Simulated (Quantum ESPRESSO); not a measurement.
# Grüneisen parameters and expansion of BP (F-43m), part 2 of 8

Wanted: mode Grüneisen parameters of BP and a free-energy fit over volumes.

Experimental results on record:
- volume expansion coefficient 9.6 1e-6/K near room temperature (given in “Thermal expansion coefficients of high thermal conducting BAs and BP materials (three times its linear coefficient)”, 2019, arxiv:1906.04101)

Quantum ESPRESSO 7.5; DFT LDA, scalar-relativistic, plane waves, GBRV ultrasoft pseudopotentials.

So far. Step 2 (A first coarse run): The start is under -5.6 GPa at this level and looks like an insulator or semiconductor on this mesh.

**3. Finding the static equilibrium**

The vibrations must be taken about the equilibrium of this functional, not about the starting cell, so the structure is relaxed.

File relax.in:

```
 &control
    calculation='vc-relax',
    prefix='x',
    outdir='./tmp',
    pseudo_dir='./pseudo',
    tprnfor=.true.,
    tstress=.true.,
    forc_conv_thr=2.0d-05,
    etot_conv_thr=1.0d-07,
    nstep=40,
 /
 &system
    ibrav=0,
    nat=2,
    ntyp=2,
    ecutwfc=30.0,
    ecutrho=180.0,
    occupations='fixed',
    nbnd=6,
 /
 &electrons
    conv_thr=1.0d-11,
    mixing_beta=0.7,
    electron_maxstep=100,
 /
 &ions
 /
 &cell
    press_conv_thr=0.1,
 /
ATOMIC_SPECIES
 B      10.8100  B.upf
 P      30.9738  P.upf
CELL_PARAMETERS angstrom
     0.000000000    2.269000000    2.269000000
     2.269000000    0.000000000    2.269000000
     2.269000000    2.269000000    0.000000000
ATOMIC_POSITIONS crystal
 B      0.000000000   0.000000000   0.000000000
 P      0.250000000   0.250000000   0.250000000
K_POINTS automatic
 10 10 10 0 0 0
```

Launch:

```
OMP_NUM_THREADS=1 mpirun -n 4 pw.x -nk 4 -in relax.in > relax.out
```

Log:

```text
[banner, memory and clock lines left out]
Program PWSCF v.7.5

     Message from routine setup:
     using ibrav=0 with symmetry is DISCOURAGED, use correct ibrav instead

     G-vector sticks info

     bravais-lattice index     =            0
     lattice parameter (alat)  =       6.0638  a.u.
     unit-cell volume          =     157.6631 (a.u.)^3
     number of atoms/cell      =            2
     number of atomic types    =            2
     number of electrons       =         8.00
     number of Kohn-Sham states=            6
     kinetic-energy cutoff     =      30.0000  Ry
     charge density cutoff     =     180.0000  Ry
     scf convergence threshold =      1.0E-11
     mixing beta               =       0.7000
     number of iterations used =            8  plain     mixing
     energy convergence thresh.=      1.0E-07
     force convergence thresh. =      2.0E-05
     press convergence thresh. =      1.0E-01
     Exchange-correlation=  SLA  PZ   NOGX NOGC
                           (   1   1   0   0   0   0   0)
     nstep                     =           40

     celldm(1)=   6.063849  celldm(2)=   0.000000  celldm(3)=   0.000000
     celldm(4)=   0.000000  celldm(5)=   0.000000  celldm(6)=   0.000000

     crystal axes: (cart. coord. in units of alat)
               a(1) = (   0.000000   0.707107   0.707107 )
               a(2) = (   0.707107   0.000000   0.707107 )
               a(3) = (   0.707107   0.707107   0.000000 )

     reciprocal axes: (cart. coord. in units 2 pi/alat)
               b(1) = ( -0.707107  0.707107  0.707107 )
               b(2) = (  0.707107 -0.707107  0.707107 )
               b(3) = (  0.707107  0.707107 -0.707107 )

     PseudoPot. # 1 for B  read from file:
     ./pseudo/B.upf
     Pseudo is Ultrasoft + core correction, Zval =  3.0
     Using radial grid of  781 points,  4 beta functions with:
                l(1) =   0
                l(2) =   0
                l(3) =   1
                l(4) =   1
     Q(r) pseudized with  8 coefficients,  rinner =    1.100   1.100   1.100

     PseudoPot. # 2 for P  read from file:
     ./pseudo/P.upf
     Pseudo is Ultrasoft + core correction, Zval =  5.0
     Using radial grid of  903 points,  6 beta functions with:
                l(1) =   0
                l(2) =   0
                l(3) =   1
                l(4) =   1
                l(5) =   2
                l(6) =   2
     Q(r) pseudized with  8 coefficients,  rinner =    1.300   1.300   1.300
                                                       1.300   1.300

     atomic species   valence    mass     pseudopotential
     B                 3.00    10.81000     B ( 1.00)
     P                 5.00    30.97380     P ( 1.00)

     24 Sym. Ops. (no inversion) found

   Cartesian axes

     site n.     atom                  positions (alat units)
         1        B      tau(   1) = (   0.0000000   0.0000000   0.0000000  )
         2        P      tau(   2) = (   0.3535534   0.3535534   0.3535534  )

     number of k points=    47
                       cart. coord. in units 2pi/alat
        k(    1) = (   0.0000000   0.0000000   0.0000000), wk =   0.0020000
        k(    2) = (   0.0707107   0.0707107  -0.0707107), wk =   0.0160000
        k(    3) = (   0.1414214   0.1414214  -0.1414214), wk =   0.0160000
        k(    4) = (   0.2121320   0.2121320  -0.2121320), wk =   0.0160000
        k(    5) = (   0.2828427   0.2828427  -0.2828427), wk =   0.0160000
        k(    6) = (  -0.3535534  -0.3535534   0.3535534), wk =   0.0080000
        k(    7) = (   0.1414214  -0.0000000   0.0000000), wk =   0.0120000
        k(    8) = (   0.2121320   0.0707107  -0.0707107), wk =   0.0480000
        k(    9) = (   0.2828427   0.1414214  -0.1414214), wk =   0.0480000
        k(   10) = (   0.3535534   0.2121320  -0.2121320), wk =   0.0480000
        k(   11) = (  -0.2828427  -0.4242641   0.4242641), wk =   0.0480000
        k(   12) = (  -0.2121320  -0.3535534   0.3535534), wk =   0.0480000
        k(   13) = (  -0.1414214  -0.2828427   0.2828427), wk =   0.0480000
        k(   14) = (  -0.0707107  -0.2121320   0.2121320), wk =   0.0480000
        k(   15) = (   0.0000000  -0.1414214   0.1414214), wk =   0.0240000
        k(   16) = (   0.2828427  -0.0000000   0.0000000), wk =   0.0120000
[...]
Dense  grid:     6375 G-vectors     FFT dimensions: (  25,  25,  25)

     Smooth grid:     3479 G-vectors     FFT dimensions: (  24,  24,  24)

     Initial potential from superposition of free atoms

     starting charge       7.9996, renormalised to       8.0000
     Starting wfcs are    8 randomized atomic wfcs

     per-process dynamical memory:    14.2 Mb

     Self-consistent Calculation

     iteration #  1     ecut=    30.00 Ry     beta= 0.70
     Davidson diagonalization with overlap
     ethr =  1.00E-02,  avg # of iterations =  3.1

     total energy              =     -21.96937669 Ry
     estimated scf accuracy    <       0.16021264 Ry

     iteration #  2     ecut=    30.00 Ry     beta= 0.70
     Davidson diagonalization with overlap
     ethr =  2.00E-03,  avg # of iterations =  2.0

     total energy              =     -22.00297166 Ry
     estimated scf accuracy    <       0.02799268 Ry

     iteration #  3     ecut=    30.00 Ry     beta= 0.70
     Davidson diagonalization with overlap
     ethr =  3.50E-04,  avg # of iterations =  2.3

     total energy              =     -22.00795118 Ry
     estimated scf accuracy    <       0.00034617 Ry

     iteration #  4     ecut=    30.00 Ry     beta= 0.70
     Davidson diagonalization with overlap
     ethr =  4.33E-06,  avg # of iterations =  6.1

     total energy              =     -22.00819717 Ry
     estimated scf accuracy    <       0.00010088 Ry

     iteration #  5     ecut=    30.00 Ry     beta= 0.70
     Davidson diagonalization with overlap
     ethr =  1.26E-06,  avg # of iterations =  3.7

     total energy              =     -22.00823888 Ry
     estimated scf accuracy    <       0.00000433 Ry

     iteration #  6     ecut=    30.00 Ry     beta= 0.70
     Davidson diagonalization with overlap
     ethr =  5.41E-08,  avg # of iterations =  3.0

     total energy              =     -22.00824126 Ry
     estimated scf accuracy    <       0.00000005 Ry

     iteration #  7     ecut=    30.00 Ry     beta= 0.70
     Davidson diagonalization with overlap
     ethr =  6.86E-10,  avg # of iterations =  3.9

     total energy              =     -22.00824135 Ry
     estimated scf accuracy    <          1.0E-09 Ry

     iteration #  8     ecut=    30.00 Ry     beta= 0.70
     Davidson diagonalization with overlap
[...]
l(1) =   0
                l(2) =   0
                l(3) =   1
                l(4) =   1
                l(5) =   2
                l(6) =   2
     Q(r) pseudized with  8 coefficients,  rinner =    1.300   1.300   1.300
                                                       1.300   1.300

     atomic species   valence    mass     pseudopotential
     B                 3.00    10.81000     B ( 1.00)
     P                 5.00    30.97380     P ( 1.00)

     24 Sym. Ops. (no inversion) found

   Cartesian axes

     site n.     atom                  positions (alat units)
         1        B      tau(   1) = (  -0.0000000  -0.0000000   0.0000000  )
         2        P      tau(   2) = (   0.3496262   0.3496262   0.3496262  )

     number of k points=    47
                       cart. coord. in units 2pi/alat
[...]
k(   40) = (   0.0000000  -0.2860197   0.4290296), wk =   0.0480000
        k(   41) = (  -0.1430099  -0.5720394   0.7150493), wk =   0.0480000
        k(   42) = (  -0.0715049  -0.5005345   0.6435444), wk =   0.0960000
        k(   43) = (   0.0000000  -0.4290296   0.5720394), wk =   0.0480000
        k(   44) = (  -0.7150493   0.1430099   0.0000000), wk =   0.0240000
        k(   45) = (  -0.1430099  -0.4290296   0.7150493), wk =   0.0480000
        k(   46) = (  -0.0715049  -0.3575247   0.6435444), wk =   0.0480000
        k(   47) = (  -0.7150493   0.2860197   0.0000000), wk =   0.0240000

     Dense  grid:     6183 G-vectors     FFT dimensions: (  25,  25,  25)

     Smooth grid:     3383 G-vectors     FFT dimensions: (  24,  24,  24)

     Initial potential from superposition of free atoms

     starting charge       7.9996, renormalised to       8.0000
     Starting wfcs are    8 randomized atomic wfcs

     per-process dynamical memory:    20.5 Mb

     Self-consistent Calculation

[...]
c_bands:  1 eigenvalues not converged
     c_bands:  1 eigenvalues not converged
     c_bands:  1 eigenvalues not converged
     c_bands:  2 eigenvalues not converged
[...]
total energy              =     -22.00886885 Ry
[...]
iteration #  4     ecut=    30.00 Ry     beta= 0.70
     Davidson diagonalization with overlap
     ethr =  3.52E-06,  avg # of iterations =  3.9

     total energy              =     -22.00897292 Ry
     estimated scf accuracy    <       0.00003757 Ry

     iteration #  5     ecut=    30.00 Ry     beta= 0.70
     Davidson diagonalization with overlap
     ethr =  4.70E-07,  avg # of iterations =  2.1

     total energy              =     -22.00898075 Ry
     estimated scf accuracy    <       0.00000030 Ry

     iteration #  6     ecut=    30.00 Ry     beta= 0.70
     Davidson diagonalization with overlap
     ethr =  3.71E-09,  avg # of iterations =  5.0

     total energy              =     -22.00898108 Ry
     estimated scf accuracy    <       0.00000002 Ry

     iteration #  7     ecut=    30.00 Ry     beta= 0.70
     Davidson diagonalization with overlap
     ethr =  2.86E-10,  avg # of iterations =  2.9

     total energy              =     -22.00898109 Ry
     estimated scf accuracy    <          4.1E-10 Ry

     iteration #  8     ecut=    30.00 Ry     beta= 0.70
     Davidson diagonalization with overlap
     ethr =  5.17E-12,  avg # of iterations =  4.2

     total energy              =     -22.00898109 Ry
     estimated scf accuracy    <          4.7E-12 Ry

     iteration #  9     ecut=    30.00 Ry     beta= 0.70
     Davidson diagonalization with overlap
     ethr =  1.00E-13,  avg # of iterations =  4.0

     total energy              =     -22.00898109 Ry
     estimated scf accuracy    <          5.6E-13 Ry

     iteration # 10     ecut=    30.00 Ry     beta= 0.70
     Davidson diagonalization with overlap
     ethr =  1.00E-13,  avg # of iterations =  1.0

     total energy              =     -22.00898109 Ry
     estimated scf accuracy    <          2.1E-13 Ry

     iteration # 11     ecut=    30.00 Ry     beta= 0.70
     Davidson diagonalization with overlap
     ethr =  1.00E-13,  avg # of iterations =  1.0

     End of self-consistent calculation

          k = 0.0000 0.0000 0.0000 (   411 PWs)   bands (ev):

[...]
k = 0.2860 0.1430-0.1430 (   429 PWs)   bands (ev):

[...]
k = 0.3575 0.2145-0.2145 (   423 PWs)   bands (ev):

[...]
k = 0.0000-0.1430 0.1430 (   423 PWs)   bands (ev):

[...]
k = 0.2860 0.0000-0.0000 (   423 PWs)   bands (ev):

[...]
k = 0.3575 0.0715-0.0715 (   424 PWs)   bands (ev):

[...]
k = 0.4290 0.1430-0.1430 (   422 PWs)   bands (ev):

[...]
k = 0.0000-0.2860 0.2860 (   419 PWs)   bands (ev):

[...]
k = 0.4290-0.0000 0.0000 (   431 PWs)   bands (ev):

[...]
k = 0.5005 0.0715-0.0715 (   433 PWs)   bands (ev):

[...]
k = 0.5720 0.0000-0.0000 (   428 PWs)   bands (ev):

[...]
k = 0.0000-0.5720 0.5720 (   432 PWs)   bands (ev):

[...]
k =-0.7150 0.0000 0.0000 (   444 PWs)   bands (ev):

[...]
k = 0.2860 0.1430 0.0000 (   422 PWs)   bands (ev):

[...]
k = 0.3575 0.2145-0.0715 (   422 PWs)   bands (ev):

[...]
k =-0.2145-0.3575 0.5005 (   422 PWs)   bands (ev):

[...]
k = 0.4290 0.1430 0.0000 (   423 PWs)   bands (ev):

[...]
k =-0.2145-0.5005 0.6435 (   423 PWs)   bands (ev):

[...]
k =-0.1430-0.4290 0.5720 (   425 PWs)   bands (ev):

[...]
k =-0.0715-0.3575 0.5005 (   422 PWs)   bands (ev):

[...]
k = 0.0000-0.2860 0.4290 (   420 PWs)   bands (ev):

[...]
k =-0.1430-0.5720 0.7150 (   424 PWs)   bands (ev):

[...]
k =-0.0715-0.5005 0.6435 (   427 PWs)   bands (ev):

[...]
k = 0.0000-0.4290 0.5720 (   418 PWs)   bands (ev):

    -1.3259   1.4605   2.9819   5.4702  12.7566  16.6783

          k =-0.7150 0.1430 0.0000 (   428 PWs)   bands (ev):

    -1.1253   0.9722   4.6376   4.6663  11.7863  12.1871

          k =-0.1430-0.4290 0.7150 (   422 PWs)   bands (ev):

    -1.8344   1.9434   3.6351   5.0207  14.0152  15.1219

          k =-0.0715-0.3575 0.6435 (   420 PWs)   bands (ev):

    -1.2341   1.4312   3.3808   4.6309  14.2839  15.7337

          k =-0.7150 0.2860 0.0000 (   422 PWs)   bands (ev):

    -0.9471   1.3196   3.7459   3.9041  14.0164  14.8682

     highest occupied, lowest unoccupied level (ev):     9.4754   10.6185

!    total energy              =     -22.00898109 Ry
     estimated scf accuracy    <          1.8E-15 Ry

     The total energy is the sum of the following terms:
     one-electron contribution =       7.01057049 Ry
     hartree contribution      =       1.22870824 Ry
     xc contribution           =      -9.02932773 Ry
     ewald contribution        =     -21.21893209 Ry

     convergence has been achieved in  11 iterations

     Forces acting on atoms (cartesian axes, Ry/au):

     atom    1 type  1   force =    -0.00000000    0.00000000   -0.00000000
     atom    2 type  2   force =    -0.00000000    0.00000000   -0.00000000

     Total force =     0.000000     Total SCF correction =     0.000000

     Computing stress (Cartesian axis) and pressure

          total   stress  (Ry/bohr**3)                   (kbar)     P=       -1.32
  -0.00000897  -0.00000000  -0.00000000           -1.32       -0.00       -0.00
  -0.00000000  -0.00000897  -0.00000000           -0.00       -1.32       -0.00
   0.00000000  -0.00000000  -0.00000897            0.00       -0.00       -1.32

     XML data file, charge density, pseudopotentials, collected wavefunctions
```

It took 9.8 s on 4 MPI ranks of Intel Xeon Platinum 8175M at 2.50GHz (Skylake/Cascade Lake), shared host.

Step by step:

| step | energy less that of the first step (eV) | largest force (eV/Å) | volume (Å³) |
| --- | --- | --- | --- |
| 1 | 0.0000 | 0.0000 | 23.36 |
| 2 | -0.0137 | 0.0000 | 22.69 |
| 3 | -0.0139 | 0.0000 | 22.59 |
| 4 | -0.0139 | 0.0000 | 22.59 |
| 5 | -0.0101 | 0.0000 | 22.59 |

| conventional cell, symmetrised | before | after | change |
| --- | --- | --- | --- |
| a (Å) | 4.538 | 4.488 | -1.1 % |
| b (Å) | 4.538 | 4.488 | -1.1 % |
| c (Å) | 4.538 | 4.488 | -1.1 % |
| volume (Å³/atom) | 11.68 | 11.30 | -3.3 % |

Final coordinates:

```
B P
1.0
     0.00000    2.24380    2.24380
     2.24380    0.00000    2.24380
     2.24380    2.24380    0.00000
B P
1 1
Cartesian
  0.0000 0.0000 0.0000
  1.1219 1.1219 1.1219
```

Numbers from this step:

* volume per atom: 11.30 Å³
* pressure: -0.132 GPa
* gap on the k-mesh: 1.143 eV

After the last step pw.x solved the final cell once more on a basis chosen for it, which moves the energy without moving the atoms.

[end of part 2 of 8]

[Logs are printed without paths, hosts, clocks, repeated set-up lines and the standing remarks that a program may print on its own settings, such as how far it seeks lower states.]

[Hosts, paths, dates, database ids (printed as entryN), source tags and the programs' standing remarks are cut or masked in the printed files.]

[A step with changed settings may run another functional than the one named; its input shows which.]

[Of the runs on displaced cells, only some may be shown.]
